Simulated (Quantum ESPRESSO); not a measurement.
**NaMnCl3: spin-resolved density of states**

Where do the states of the two spins of NaMnCl3 lie?

Program: Quantum ESPRESSO 7.5. Level of theory: PBEsol with U = 4 eV on Mn d (ortho-atomic projectors); plane waves with GBRV 1.5 PBEsol potentials, no spin-orbit coupling. Results are calculated unless marked as measured.

### 1. The structure

The structure is trigonal, space group R-3 (No. 148). The conventional cell has a = 6.591 Å, b = 6.591 Å, c = 18.627 Å, α = 90.00°, β = 90.00°, γ = 120.00°. Nearest to Na lie 6 Cl at 2.72 to 2.90 Å. Mn has 6 Cl at 2.52 to 2.59 Å nearest. Cl has 2 Mn at 2.52 to 2.59 Å and 2 Na at 2.72 to 2.90 Å nearest. Farther neighbours and most contacts between anions are not listed.

The cell comes from the Crystallography Open Database.

### 2. The magnetic state

This state came out lowest in a comparison of starts that is told elsewhere.

pw.in

```
&CONTROL
  calculation = 'scf'
  prefix = 'pwscf'
  outdir = './tmp'
  pseudo_dir = './pseudo'
  disk_io = 'low'
/
&SYSTEM
  ibrav = 0
  celldm(1) = 8
  nat = 10
  ntyp = 3
  ecutwfc = 40
  ecutrho = 280
  nbnd = 67
  occupations = 'smearing'
  smearing = 'fd'
  degauss = 0.00367493
  nspin = 2
  starting_magnetization(1) = 0
  starting_magnetization(2) = 0.3
  starting_magnetization(3) = 0
/
&ELECTRONS
  conv_thr = 2d-08
  electron_maxstep = 150
  mixing_beta = 0.3
/
ATOMIC_SPECIES
Na     22.9898 na_pbesol_v1.5.uspp.F.UPF
Mn     54.9380 mn_pbesol_v1.5.uspp.F.UPF
Cl     35.4500 cl_pbesol_v1.4.uspp.F.UPF
CELL_PARAMETERS alat
   0.7784490554630    0.4494377717186    1.4666636884752
  -0.7784490554630    0.4494377717186    1.4666636884752
   0.0000000000000   -0.8988755434372    1.4666636884752
ATOMIC_POSITIONS crystal
Na      0.1449000000    0.1449000000    0.1449000000
Na      0.8551000000    0.8551000000    0.8551000000
Mn      0.3407000000    0.3407000000    0.3407000000
Mn      0.6593000000    0.6593000000    0.6593000000
Cl      0.4490000000    0.7169000000    0.0672000000
Cl      0.0672000000    0.4490000000    0.7169000000
Cl      0.7169000000    0.0672000000    0.4490000000
Cl      0.5510000000    0.2831000000    0.9328000000
Cl      0.9328000000    0.5510000000    0.2831000000
Cl      0.2831000000    0.9328000000    0.5510000000
K_POINTS automatic
4 4 4 0 0 0
HUBBARD {ortho-atomic}
U Mn-3d 4.0000
```

On the command line:

```sh
> OMP_NUM_THREADS=1 mpirun -n 4 pw.x -nk 4 -in pw.in > pw.out
```

The log of the run:

```text
Program PWSCF v.7.5 starts

     Message from routine setup:
     using ibrav=0 with symmetry is DISCOURAGED, use correct ibrav instead

     K-points division:     npool     =       4
     Subspace diagonalization in iterative solution of the eigenvalue problem:

     bravais-lattice index     =            0
     lattice parameter (alat)  =       8.0000  a.u.
     unit-cell volume          =    1576.3459 (a.u.)^3
     number of atoms/cell      =           10
     number of atomic types    =            3
     number of electrons       =        90.00
     number of Kohn-Sham states=           67
     kinetic-energy cutoff     =      40.0000  Ry
     charge density cutoff     =     280.0000  Ry
     scf convergence threshold =      2.0E-08
     mixing beta               =       0.3000
     number of iterations used =            8  plain     mixing
     Exchange-correlation= SLA  PW   PSX  PSC
                           (   1   4  10   8   0   0   0)
     Hubbard projectors: ortho-atomic
     Hubbard parameters of DFT+U (Dudarev formulation) in eV:
     U(Mn-3d) =  4.0000

     Internal variables: lda_plus_u =T, lda_plus_u_kind = 0

     Internal variables: orbital_resolved =F, hub_pot_fix =F, apply_U = F

     celldm(1)=   8.000000  celldm(2)=   0.000000  celldm(3)=   0.000000
     celldm(4)=   0.000000  celldm(5)=   0.000000  celldm(6)=   0.000000

     crystal axes: (cart. coord. in units of alat)
               a(1) = (   0.778449   0.449438   1.466664 )
               a(2) = (  -0.778449   0.449438   1.466664 )
               a(3) = (   0.000000  -0.898876   1.466664 )

     reciprocal axes: (cart. coord. in units 2 pi/alat)
               b(1) = (  0.642303  0.370834  0.227273 )
               b(2) = ( -0.642303  0.370834  0.227273 )
               b(3) = (  0.000000 -0.741667  0.227273 )

     PseudoPot. # 1 for Na read from file:
     na_pbesol_v1.5.uspp.F.UPF
     Pseudo is Ultrasoft, Zval =  9.0

     PseudoPot. # 2 for Mn read from file:
     mn_pbesol_v1.5.uspp.F.UPF
     Pseudo is Ultrasoft + core correction, Zval = 15.0

     PseudoPot. # 3 for Cl read from file:
     cl_pbesol_v1.4.uspp.F.UPF
     Pseudo is Ultrasoft + core correction, Zval =  7.0

     atomic species   valence    mass     pseudopotential
     Na                9.00    22.98980     Na( 1.00)
     Mn               15.00    54.93800     Mn( 1.00)
     Cl                7.00    35.45000     Cl( 1.00)

     Starting magnetic structure
     atomic species   magnetization
     Na              0.000
     Mn              0.300
     Cl              0.000

      6 Sym. Ops., with inversion, found

   Cartesian axes

     site n.     atom                  positions (alat units)
         1        Na     tau(   1) = (   0.0000000  -0.0000000   0.6375587  )
         2        Na     tau(   2) = (   0.0000000  -0.0000000   3.7624324  )
         3        Mn     tau(   3) = (   0.0000000   0.0000000   1.4990770  )
         4        Mn     tau(   4) = (   0.0000000   0.0000000   2.9009141  )
         5        Cl     tau(   5) = (  -0.2085465   0.4635951   1.8085430  )
         6        Cl     tau(   6) = (  -0.2972118  -0.4124041   1.8085430  )
         7        Cl     tau(   7) = (   0.5057584  -0.0511910   1.8085430  )
         8        Cl     tau(   8) = (   0.2085465  -0.4635951   2.5914481  )
         9        Cl     tau(   9) = (   0.2972118   0.4124041   2.5914481  )
        10        Cl     tau(  10) = (  -0.5057584   0.0511910   2.5914481  )

     number of k points=    14  Fermi-Dirac smearing, width (Ry)=  0.0037
                       cart. coord. in units 2pi/alat
        k(    1) = (   0.0000000   0.0000000   0.0000000), wk =   0.0156250
        k(    2) = (   0.0000000  -0.1854168   0.0568183), wk =   0.0937500
        k(    3) = (   0.0000000   0.3708337  -0.1136366), wk =   0.0468750
        k(    4) = (  -0.1605757  -0.0927084   0.1136366), wk =   0.0937500
        k(    5) = (  -0.1605757   0.4635421  -0.0568183), wk =   0.0937500
        [... 9 further k-points ...]

     Dense  grid:   124791 G-vectors     FFT dimensions: (  75,  75,  75)

     Smooth grid:    53855 G-vectors     FFT dimensions: (  60,  60,  60)

     Check: negative core charge=   -0.000017
     Generating pointlists ...
     new r_m :   0.2649 (alat units)  2.1192 (a.u.) for type    1
     new r_m :   0.2455 (alat units)  1.9639 (a.u.) for type    2
     new r_m :   0.2455 (alat units)  1.9639 (a.u.) for type    3

     Initial potential from superposition of free atoms

     starting charge      88.9869, renormalised to      90.0000

     negative rho (up, down):  4.631E-02 4.666E-02

     STARTING HUBBARD OCCUPATIONS:

     =================== HUBBARD OCCUPATIONS ===================
     ------------------------ ATOM    3 ------------------------
     Tr[ns(  3)] (up, down, total) =   5.00000  0.00000  5.00000
     Atomic magnetic moment for atom   3 =   5.00000
     [... lines left out ...]
     ------------------------ ATOM    4 ------------------------
     Tr[ns(  4)] (up, down, total) =   5.00000  0.00000  5.00000
     Atomic magnetic moment for atom   4 =   5.00000
     [... lines left out ...]
     Number of occupied Hubbard levels =   10.0000

     Atomic wfc used for Hubbard projectors are orthogonalized

     Starting wfcs are   60 randomized atomic wfcs +    7 random wfcs

     Self-consistent Calculation

     iteration #  1     ecut=    40.00 Ry     beta= 0.30
     Davidson diagonalization with overlap
     ethr =  1.00E-02,  avg # of iterations =  5.8

     =================== HUBBARD OCCUPATIONS ===================
     ------------------------ ATOM    3 ------------------------
     Tr[ns(  3)] (up, down, total) =   4.97409  0.17542  5.14951
     Atomic magnetic moment for atom   3 =   4.79867
     [... lines left out ...]
     ------------------------ ATOM    4 ------------------------
     Tr[ns(  4)] (up, down, total) =   4.97409  0.17542  5.14951
     Atomic magnetic moment for atom   4 =   4.79867
     [... lines left out ...]
     Number of occupied Hubbard levels =   10.2990

     Threshold (ethr) on eigenvalues was too large:
     Diagonalizing with lowered threshold

     Davidson diagonalization with overlap
     ethr =  3.75E-04,  avg # of iterations =  2.9

     negative rho (up, down):  4.646E-02 4.656E-02

     total energy              =    -812.55145763 Ry
     estimated scf accuracy    <       0.33667646 Ry

     total magnetization       =    10.00 Bohr mag/cell
     absolute magnetization    =    10.00 Bohr mag/cell

     iteration #  2     ecut=    40.00 Ry     beta= 0.30
     Davidson diagonalization with overlap
     ethr =  3.74E-04,  avg # of iterations =  1.7

     negative rho (up, down):  4.608E-02 4.593E-02

     total energy              =    -812.58069808 Ry
     estimated scf accuracy    <       0.06769192 Ry

     total magnetization       =    10.00 Bohr mag/cell
     absolute magnetization    =    10.00 Bohr mag/cell

     [... further iterations left out ...]

     iteration #  9     ecut=    40.00 Ry     beta= 0.30
     Davidson diagonalization with overlap
     ethr =  5.27E-10,  avg # of iterations =  2.4

     negative rho (up, down):  4.486E-02 4.423E-02

     total energy              =    -812.59715731 Ry
     estimated scf accuracy    <       0.00000008 Ry

     total magnetization       =    10.00 Bohr mag/cell
     absolute magnetization    =    10.01 Bohr mag/cell

     iteration # 10     ecut=    40.00 Ry     beta= 0.30
     Davidson diagonalization with overlap
     ethr =  8.54E-11,  avg # of iterations =  2.4

     negative rho (up, down):  4.486E-02 4.422E-02

     Magnetic moment per site  (integrated on atomic sphere of radius R)
     atom   1 (R=0.265)  charge=  8.0981  magn=  0.0037
     atom   2 (R=0.265)  charge=  8.0981  magn=  0.0037
     atom   3 (R=0.245)  charge= 12.9780  magn=  4.4778
     atom   4 (R=0.245)  charge= 12.9780  magn=  4.4778
     atom   5 (R=0.245)  charge=  5.5582  magn=  0.0378
     atom   6 (R=0.245)  charge=  5.5582  magn=  0.0378
     atom   7 (R=0.245)  charge=  5.5582  magn=  0.0378
     atom   8 (R=0.245)  charge=  5.5582  magn=  0.0378
     atom   9 (R=0.245)  charge=  5.5582  magn=  0.0378
     atom  10 (R=0.245)  charge=  5.5582  magn=  0.0378

     End of self-consistent calculation

     =================== HUBBARD OCCUPATIONS ===================
     ------------------------ ATOM    3 ------------------------
     Tr[ns(  3)] (up, down, total) =   4.98577  0.23420  5.21997
     Atomic magnetic moment for atom   3 =   4.75157
     [... lines left out ...]
     ------------------------ ATOM    4 ------------------------
     Tr[ns(  4)] (up, down, total) =   4.98577  0.23420  5.21997
     Atomic magnetic moment for atom   4 =   4.75157
     [... lines left out ...]
     Number of occupied Hubbard levels =   10.4399

     [... lines left out ...]
     the Fermi energy is     5.5072 ev

!    total energy              =    -812.59715763 Ry
     estimated scf accuracy    <          6.1E-09 Ry
     smearing contrib. (-TS)   =      -0.00000000 Ry
     internal energy E=F+TS    =    -812.59715763 Ry

     The total energy is F=E-TS. E is the sum of the following terms:
     one-electron contribution =    -557.33276276 Ry
     hartree contribution      =     302.90867786 Ry
     xc contribution           =    -137.47931636 Ry
     ewald contribution        =    -420.76197905 Ry
     Hubbard energy            =       0.06822268 Ry

     total magnetization       =    10.00 Bohr mag/cell
     absolute magnetization    =    10.01 Bohr mag/cell

     convergence has been achieved in  10 iterations

=------------------------------------------------------------------------------=
   JOB DONE.
=------------------------------------------------------------------------------=
```

Elapsed: 95 s, on 4 MPI ranks of Arm Neoverse V2, shared host; peak memory 1.2 GiB.

Spin moment in the atom's sphere by atom:

```
atom  spin moment in the atom's sphere (μB)
 Na1                                   0.00
 Na2                                   0.00
 Mn3                                   4.48
 Mn4                                   4.48
 Cl5                                   0.04
 Cl6                                   0.04
 Cl7                                   0.04
 Cl8                                   0.04
 Cl9                                   0.04
Cl10                                   0.04
```

This step gave:

```
smearing term TS       : 3.80e-13 eV
magnetization          : 10 μB
absolute magnetization : 10.01 μB
final state            : ferromagnetic
```

[end of part 1 of 2]

[Logs and program files are shortened in this print: banners, set-up blocks, solver, clock and traceback lines can be left out without a mark of their own.]

[Logs are printed without paths, hosts, clocks, repeated set-up lines and the standing remarks that a program may print on its own settings, such as how far it seeks lower states.]

[Hosts, paths, dates, database ids (printed as entryN), source tags and the programs' standing remarks are cut or masked in the printed files.]

[Where a cell is said to come from a database of computed structures, the database is the Materials Project.]
